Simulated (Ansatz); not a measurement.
**LiPtF3 (built on the sites of a database entry of KPdF3): from the cell to its phonons**

The cell of LiPtF3 (built on the sites of a database entry of KPdF3) is at rest. What are its phonons? After the zone centre comes a 4×4×4 q mesh on a 8×8×8 k mesh.

Calculated with Ansatz 0.2.0; DFT LDA, scalar-relativistic, plane waves, PAW.

The structure was built from a prototype and need not be the compound's stable phase.

## Step 1: The starting structure

The structure is cubic, space group Pm-3m (No. 221). The conventional cell has a = 4.209 Å, b = 4.209 Å, c = 4.209 Å, α = 90.00°, β = 90.00°, γ = 90.00°. Nearest to Li lie 12 F at 2.98 Å. Nearest to Pt lie 6 F at 2.10 Å. F has 2 Pt at 2.10 Å nearest. Farther neighbours and most contacts between anions are not listed.

## Step 2: Linear response at the zone centre

The cell comes from relaxations at this level that are not shown. The zone centre comes first: it holds the modes that light can see, as far as symmetry allows. No field response is asked, since the mesh shows no gap.

Input file input.yaml:

```yaml
crystal:
  lattice:
    - [4.2088759491, 0.0, 0.0]
    - [0.0, 4.2088759491, 0.0]
    - [0.0, 0.0, 4.2088759491]
  atoms:
    - { symbol: Li, position: [0.5, 0.5, 0.5] }
    - { symbol: Pt, position: [0.0, 0.0, 0.0] }
    - { symbol: F, position: [0.0, 0.5, 0.0] }
    - { symbol: F, position: [0.0, 0.0, 0.5] }
    - { symbol: F, position: [0.5, 0.0, 0.0] }
kpoints:
  mp_grid: { grid: [8, 8, 8] }
hamiltonian:
  xc: lda
scf:
  occupations: { method: methfessel_paxton, width: 0.2 }
output:
  eigenvalues: true
phonons:
  method: dfpt
```

Command:

```sh
> ansatz run input.yaml --threads 8 --pin off --max-ram 14336MiB --backend cpu --events-out ev --progress --plain --runs-dir out
```

Numbers of over 12 decimals in the logs are rounded to 6 here.

The log of the run:

```text
zone centre: on kpoints.mp_grid the ground state, and the responses unless they are solved on pairs of k-points, stand on 125 of the mesh's 512 k-points, reduced under 8 symmetry operations, with k and −k counted as one. Each operation leaves every solved displacement unchanged or reverses it
Engine: ansatz 0.2.0, aarch64-unknown-linux-gnu
Pseudopotentials: kind: paw
Pseudopotential: Li, paw, valence charge 3, recommended cutoff 420 eV (normal), Li.paw.azcp
Pseudopotential: Pt, paw, valence charge 18, recommended cutoff 420 eV (normal), Pt.paw.azcp
Pseudopotential: F, paw, valence charge 7, recommended cutoff 420 eV (normal), F.paw.azcp
Functional definition: SPW92
  exchange = slater_x
  correlation = pw_c
Crystal: 5 atoms, lattice volume = 74.559 Å³
Basis set: ecut = 420 eV, 1419 PW (Γ), exchange–correlation on 60×60×60 points (8 copies of the dense FFT grid, shifted against one another)
Bands: 26, of which v1, the nominal top of the filled ones, is band 21 counted from 1 (20 counted from 0)
Symmetry: 48 space group operations
k-points: 125 of 512 (irreducible under 8 space group operations)
Non-local potential: Li, projectors of the file, l = 0: 3, l = 1: 2, l = 2: 1
Non-local potential: Pt, projectors of the file, l = 0: 3, l = 1: 2, l = 2: 2, l = 3: 1
Non-local potential: F, projectors of the file, l = 0: 2, l = 1: 2, l = 2: 1
PAW form: soft (Blöchl's): semilocal exchange-correlation on the pseudo side does not see the compensation charge
PAW frozen core: Pt, regenerated for the run's functional, and the local potential with it (the file was generated under x = pbe(κ = 0.804, μ = 0.219515), c = pbe(β = 0.066725))
PAW frozen core: F, regenerated for the run's functional, and the local potential with it (the file was generated under x = pbe(κ = 0.804, μ = 0.219515), c = pbe(β = 0.066725))
PAW one-centre angular grid: Li, 110 points (default); XC on 64 Gauss nodes
PAW one-centre angular grid: Pt, 590 points (default); XC on 64 Gauss nodes
PAW one-centre angular grid: F, 110 points (default); XC on 64 Gauss nodes
Initial density: superposition of atomic densities (neutral atoms: chi_scale 0, normalization atom), corrected by the library's trained network
Initial wavefunctions: pseudopotential atomic-orbital guess
Functional: x = slater, c = lda
SCF iter   1: F=—  HF=-14825.586405 eV  |F-HF|=—  |Δ(HF+E_count)|=         —  Δρ=1.60e-2  dr2=1.33e-1  ethr=1.77e-3  ⟨swp⟩=5.1  Hψ=12054  notcnv=0
preconditioner: auto → none  [metal: Δε(μ)=0.050 eV  Ē_g=12.369 eV  σ=0.200 eV  W_gap=0.20  n_scr=18 (ndim 8)  ℏωp=24.3 eV  f_vac=0.284  D(μ)=0.78/eV (n_scr^D=0)  sad-step TF]
SCF iter   2: F=—  HF=-14825.549219 eV  |F-HF|=—  |Δ(HF+E_count)|=   3.72e-2  S|Δr|=    0.00e0  Δρ=4.00e-3  dr2=9.94e-3  ethr=3.17e-4  ⟨swp⟩=2.4  Hψ=5908  notcnv=0  defer=27
SCF iter   3: F=—  HF=-14825.547305 eV  |F-HF|=—  |Δ(HF+E_count)|=   1.91e-3  S|Δr|=    0.00e0  Δρ=2.49e-3  dr2=4.83e-3  ethr=2.37e-5  ⟨swp⟩=2.1  Hψ=4892  notcnv=0  defer=28
SCF iter   4: F=—  HF=-14825.546203 eV  |F-HF|=—  |Δ(HF+E_count)|=   1.10e-3  S|Δr|=    0.00e0  Δρ=1.06e-3  dr2=4.05e-4  ethr=1.15e-5  ⟨swp⟩=2.0  Hψ=4788  notcnv=0  defer=28
SCF iter   5: F=—  HF=-14825.546112 eV  |F-HF|=—  |Δ(HF+E_count)|=   9.15e-5  S|Δr|=    0.00e0  Δρ=1.96e-4  dr2=1.31e-5  ethr=9.64e-7  ⟨swp⟩=2.8  Hψ=5784  notcnv=0  defer=28
SCF iter   6: F=—  HF=-14825.546110 eV  |F-HF|=—  |Δ(HF+E_count)|=   1.72e-6  S|Δr|=    0.00e0  Δρ=1.60e-5  dr2=8.28e-8  ethr=3.11e-8  ⟨swp⟩=2.6  Hψ=5339  notcnv=0  defer=28
SCF iter   7: F=—  HF=-14825.546108 eV  |F-HF|=—  |Δ(HF+E_count)|=   1.54e-6  S|Δr|=    0.00e0  Δρ=1.22e-6  dr2=6.54e-10  ethr=1.97e-10  ⟨swp⟩=2.0  Hψ=5844  notcnv=0  defer=25
SCF iter   8: F=—  HF=-14825.546108 eV  |F-HF|=—  |Δ(HF+E_count)|=  5.84e-10  S|Δr|=    0.00e0  Δρ=1.63e-7  dr2=1.16e-11  ethr=1.56e-12  ⟨swp⟩=2.1  Hψ=5237  notcnv=0  defer=25
SCF iter   9: F=-14825.546108 eV  HF=-14825.546108 eV  |F-HF|=3.64e-12  |Δ(HF+E_count)|=  3.64e-12  S|Δr|=    0.00e0  Δρ=2.25e-8  dr2=2.11e-13  ethr=1.00e-12  ⟨swp⟩=6.3  Hψ=12415  notcnv=0
SCF 1 converged in 9 iterations: F = -14825.546108 eV  dr2 = 2.11e-13
  greatest PAW one-centre occupation: 1.000 electrons in one spin orbital (limit 2), on the Pt atom at site 1 (counted from 0), in its partial waves of l = 0
DFPT response loops at Γ: preconditioner auto → none (partly filled bands, converged f_vac=0.275); β = 0.50; Broyden in place of MSR1
SCF converged after 9 iterations
Stability not checked: this state was not tested for a lower state beside it, because cold or Methfessel-Paxton smearing, or corrected tetrahedra, fill the levels in a way that the test cannot read (fill_not_monotonic; see scf.lower_state_search)
Free energy (F): -14825.546108 eV
Harris-Foulkes:  -14825.546108 eV  (|F-HF|=3.64e-12)
Internal energy: -14825.547969 eV  (E = F + TS)
E sigma→0 (E₀):  -14825.546574 eV
Entropy (-TS):   0.001861 eV (0.372 meV/atom)
Fermi energy:    6.382456 eV
Step filling:    the computed levels leave a gap of 0.0000 eV = 0.0 smearing widths at the electron count; against every level under it full and every level over it empty, smearing changes F+E_penalty+E_count by -1.06e-3 meV and its σ→0 estimate by -0.466 meV
--- Per-component energies (eV) ---
  E_band       = -613.805986
  E_kinetic    = 1272.099590
  E_local      = -5277.141090  (includes V_loc(G=0)·N_el)
  E_nonlocal   = 405.061196
  E_hartree    = 2053.278230
  E_xc         = -500.831064
  E_vxc        = -614.060371  (∫ρ·V_xc dr)
  E_paw        = -9758.375330  (= ΣΔE_a)
  E_vpaw       = -506.327930  (= ΣTr[D̂ρ^β])
  E_aug_tail   = 0.006159  (compensation charges beyond the density's cutoff)
  E_ewald      = -3020.449283
  E_core_change = 0.803625  (= ΣΔE_core)
  E_smearing   = 0.001861  (= −TS)
  E_closure    = 0.000000  (closes the sum)
  Σ components = -14825.546108   (vs F -14825.546108, Δ=0.00e0)
--- Band table (eV; the first three rows and the last of 125) ---
  k-point 0: bands = [... 17 lower, 3.7755, 3.7755, 3.7755, 4.8811, 4.8811, 6.1481, 11.4932, 13.2093, ... 1 higher]
  k-point 1: bands = [... 17 lower, 3.7787, 3.9538, 3.9538, 4.8830, 5.2248, 6.4201, 11.4871, 12.6457, ... 1 higher]
  k-point 2: bands = [... 17 lower, 3.7866, 4.3439, 4.3439, 4.8874, 5.6857, 7.2690, 11.0356, 12.4420, ... 1 higher]
  k-point 124: bands = [... 17 lower, 5.4606, 5.4606, 5.4606, 8.4248, 8.4248, 10.6100, 11.9914, 11.9914, ... 1 higher]
--- Phonons (Γ-DFPT): 4 representative perturbations + reference, on 125 of 512 k-points (Σ response iterations 13) ---
  k mesh reduced under 8 symmetry operations, with k and −k counted as one. Each operation leaves every solved displacement unchanged or reverses it
  ASR residual: 1.593e-5 → 0.000e0 eV/Å²; symmetrization residual: 1.538e-6 eV/Å²
  ASR residual per site (eV/Å²): 4.60e-8 1.59e-5 1.55e-5 1.55e-5 1.55e-5
  Γ frequencies (cm⁻¹): -219.85 -219.85 -219.85 0.00 0.00 0.00 77.88 77.88 77.88 139.39 139.39 139.39 509.88 509.88 509.88
  non-analytic LO–TO correction: not included (Born effective charges unavailable; polar crystals: no LO–TO splitting at Γ)
```

Wall time 27 s (8 threads of Arm Neoverse N1, shared host); peak memory 0.96 GiB; 3.2 min of CPU time.

Numbers from this step:

| Property | Result |
| --- | --- |
| volume per atom | 14.91 Å³ |
| gap on the k-mesh | 0 eV |
| sum-rule residual before enforcement | 1.59e-5 eV/Å² |
| point group | m-3m |
| highest optical mode at the zone centre (no LO-TO term) | 509.9 cm⁻¹ |
| lowest optical zone-centre mode | -219.8 cm⁻¹ |

Patterns of degenerate modes are one choice out of their space. The modes at Γ (shares of kinetic energy by element, %) (negative means imaginary):

```tsv
mode	frequency (cm⁻¹)	symmetry	Li %	Pt %	F %
1	-219.8	T1u	85	0	15
2	-219.8	T1u	85	0	15
3	-219.8	T1u	85	0	15
4	0.0	acoustic	3	75	22
5	0.0	acoustic	3	75	22
6	0.0	acoustic	3	75	22
7	77.9	T2u	0	0	100
8	77.9	T2u	0	0	100
9	77.9	T2u	0	0	100
10	139.4	T1u	12	15	73
11	139.4	T1u	12	15	73
12	139.4	T1u	12	15	73
13	509.9	T1u	0	10	90
14	509.9	T1u	0	10	90
15	509.9	T1u	0	10	90
```

Displacements in mode 3 (-219.8 cm⁻¹), the largest set to 1:
```
Li1 -0.07  0.31  1.00
Pt2  0.00  0.00  0.00
F3   0.01  0.00 -0.18
F4   0.01 -0.06  0.00
F5   0.00 -0.06 -0.18
```

Displacements in mode 12 (139.4 cm⁻¹), the largest set to 1:
```
Li1  0.00  0.38  0.97
Pt2  0.00 -0.08 -0.20
F3   0.00 -0.10  1.00
F4   0.00  0.39 -0.26
F5   0.00  0.39  1.00
```

Before it was imposed, the acoustic sum rule was missed by 1.6e-5 eV/Å². Small misses are needed for a sound result but don't prove that mesh and cutoff are converged. The lowest optical mode is imaginary, 219.8i cm⁻¹, so the energy falls along it.

## Step 3: The dispersion

Stability and thermal properties need the whole zone. Linear response on a 4×4×4 q mesh gives force constants as far as a supercell of that size would.

Edit input.yaml of step 2 so:

```diff
@@ -21 +21,8 @@
   method: dfpt
+  qmesh: [4, 4, 4]
+  temperatures: { t_max: 1000, t_step: 50 }
+  qpath:
+    path:
+      - [[0.0, 0.0, 0.0], [0.0, 0.5, 0.0], [0.5, 0.5, 0.0], [0.0, 0.0, 0.0], [0.5, 0.5, 0.5], [0.0, 0.5, 0.0]]
+      - [[0.5, 0.5, 0.5], [0.5, 0.5, 0.0]]
+    npoints: 10
```

The log of the run:

```text
[...]
Crystal: 5 atoms, lattice volume = 74.559 Å³
Basis set: ecut = 420 eV, 1419 PW (Γ), exchange–correlation on 60×60×60 points (8 copies of the dense FFT grid, shifted against one another)
Bands: 26, of which v1, the nominal top of the filled ones, is band 21 counted from 1 (20 counted from 0)
Symmetry: 48 space group operations
k-points: 35 of 512
[...]
SCF iter   1: F=—  HF=-14825.586362 eV  |F-HF|=—  |Δ(HF+E_count)|=         —  Δρ=1.60e-2  dr2=1.33e-1  ethr=1.77e-3  ⟨swp⟩=5.1  Hψ=3408  notcnv=0
[...]
SCF iter   9: F=-14825.546108 eV  HF=-14825.546108 eV  |F-HF|=7.28e-12  |Δ(HF+E_count)|=  7.28e-12  S|Δr|=    0.00e0  Δρ=2.21e-8  dr2=1.98e-13  ethr=1.00e-12  ⟨swp⟩=6.3  Hψ=3486  notcnv=0
SCF 1 converged in 9 iterations: F = -14825.546108 eV  dr2 = 1.98e-13
[...]
iter 1 solved again at ethr=1.86e-7 eV; its pass at ethr=3.10e-3 eV (dr2=7.83e-5 eV) is discarded
SCF iter   1: F=—  HF=-14825.546115 eV  |F-HF|=—  |Δ(HF+E_count)|=         —  Δρ=6.54e-7  dr2=1.98e-10  ethr=1.86e-7  ⟨swp⟩=3.0  Hψ=5666  notcnv=0
eigensolver tolerance schedule: the retry pair's looser diagonalisation over-reported the residual by 395017.22 of it (diagonalisation noise at an unbounded share of the residual, at the tolerance the schedule requests for it); recorded, not acted on — ethr = c·dr2/N_el stays at c = 1.0e-1
[...]
SCF iter   2: F=—  HF=-14825.546108 eV  |F-HF|=—  |Δ(HF+E_count)|=   6.76e-6  S|Δr|=    0.00e0  Δρ=6.92e-7  dr2=2.42e-10  ethr=1.00e-12  ⟨swp⟩=3.1  Hψ=2237  notcnv=0
[...]
SCF iter   6: F=-14825.546108 eV  HF=-14825.546108 eV  |F-HF|=3.64e-12  |Δ(HF+E_count)|=  7.28e-12  S|Δr|=    0.00e0  Δρ=5.07e-8  dr2=1.17e-12  ethr=1.00e-12  ⟨swp⟩=2.0  Hψ=1787  notcnv=0
SCF 2 converged in 6 iterations: F = -14825.546108 eV  dr2 = 1.17e-12
phonons: the bands overlap, so this run is a metal and interpolates without the dipole-dipole term. If the crystal is really an insulator or semiconductor, its LO-TO splitting is missing
NSCF: frozen V_eff on 35 k-points
[...]
DFPT response loops at q = (0, 0, 0) (fractional): preconditioner auto → none (partly filled bands, converged f_vac=0.275); β = 0.50; Broyden in place of MSR1
[...]
SCF converged after 9 iterations
[...]
Free energy (F): -14825.546108 eV
[...]
Internal energy: -14825.547969 eV  (E = F + TS)
E sigma→0 (E₀):  -14825.546574 eV
Entropy (-TS):   0.001861 eV (0.372 meV/atom)
Fermi energy:    6.382456 eV
[...]
--- Band table (eV; the first three rows and the last of 35) ---
  k-point 0: bands = [... 17 lower, 3.7755, 3.7755, 3.7755, 4.8811, 4.8811, 6.1481, 11.4932, 13.2093, ... 1 higher]
  k-point 1: bands = [... 17 lower, 3.7787, 3.9538, 3.9538, 4.8830, 5.2248, 6.4201, 11.4871, 12.6457, ... 1 higher]
  k-point 2: bands = [... 17 lower, 3.7866, 4.3439, 4.3439, 4.8874, 5.6857, 7.2690, 11.0356, 12.4420, ... 1 higher]
  k-point 34: bands = [... 17 lower, 5.4606, 5.4606, 5.4606, 8.4248, 8.4248, 10.6100, 11.9914, 11.9914, ... 1 higher]
--- Phonons (Γ-DFPT): 4 representative perturbations + reference (Σ response iterations 13) ---
  ASR residual: 1.809e-5 → 0.000e0 eV/Å²; symmetrization residual: 1.114e-6 eV/Å²
  ASR residual per site (eV/Å²): 6.81e-8 1.81e-5 1.69e-5 1.69e-5 1.69e-5
[...]
--- Phonons (arbitrary-q DFPT): 10 irreducible q on the 4×4×4 mesh ---
  q = [0.0000, 0.0000, 0.0000] (star 1, of the zone-centre solve; hermiticity 1.12e-7, symmetrization 7.46e-13): -219.85 -219.85 -219.85 -0.00 -0.00 0.00 77.88 77.88 77.88 139.39 139.39 139.39 509.88 509.88 509.88
  q = [0.0000, 0.0000, 0.2500] (star 6, 9 solved perturbations in 1560 linear systems a pass and spin channel, the states on 200 of 512 k-point pairs; hermiticity 1.68e-7, symmetrization 1.49e-13): -215.81 -215.81 -161.23 -32.96 -32.96 47.30 47.30 81.93 83.06 120.69 120.69 157.81 395.26 509.67 509.67
[...]
q = [0.0000, 0.2500, -0.5000] (star 12, 15 solved perturbations on 200 of 512 k-point pairs; hermiticity 2.04e-7, symmetrization 6.35e-13): -205.96 -199.66 -153.92 -103.61 -96.04 -67.16 46.87 65.67 76.98 112.22 169.02 206.05 211.40 401.06 509.14
[...]
sum rule: each row above includes the acoustic sum rule's correction from the zone centre's row sums; it moved no ω² by more than (0.49 cm⁻¹)²
  mesh force constants: q→R imaginary residual 3.25e-19; ASR residual 1.809e-5 → 0.000e0 eV/Å²; symmetrization residual 1.066e-14 eV/Å²
  interpolated dispersion: 62 rows × 15 modes
  density of states and harmonic sums: on the 16×16×16 q-mesh, interpolated from the force constants of a 4×4×4 supercell (no non-analytic term)
  largest difference from the sums on the solved wave vectors: F 3.49e-2 eV, S 4.46e-5 and C_V 9.70e-6 eV/K
  zero-point energy: 0.112999 eV/cell   skipped modes (ω ≤ 0): 959, of them read as no rigid motion or as one in doubt: 956 (5.840e0 modes/cell left out, lowest -225.36 cm⁻¹)   left out of the sums: 3.89e-1 of the cell's modes: C_V's classical limit lies that fraction below 3 k_B per atom; for a crystal, a wire or a layer, F and S can be off by more, and a phonons.interpolated_qmesh denser along its periods is the remedy for the sampling
```

Run time: 11 min. Hardware: 8 threads; peak memory 2.3 GiB; 86 min of CPU time.

This step gave:

```yaml
sum_rule_residual_before_enforcement: 1.81e-5 eV/Å²
lowest_frequency_on_the_path: -225.4 cm⁻¹
highest_frequency_on_the_path_or_at_a_solved_wavevector: 509.9 cm⁻¹
lowest_mode_on_the_q_mesh_acoustic_modes_at_gamma_apart: -225.4 cm⁻¹
```

[end of part 1 of 2]

[Logs are printed without paths, hosts, clocks, repeated set-up lines and the standing remarks that a program may print on its own settings, such as how far it seeks lower states.]

[Hosts, paths, dates, database ids (printed as entryN), source tags and the programs' standing remarks are cut or masked in the printed files.]
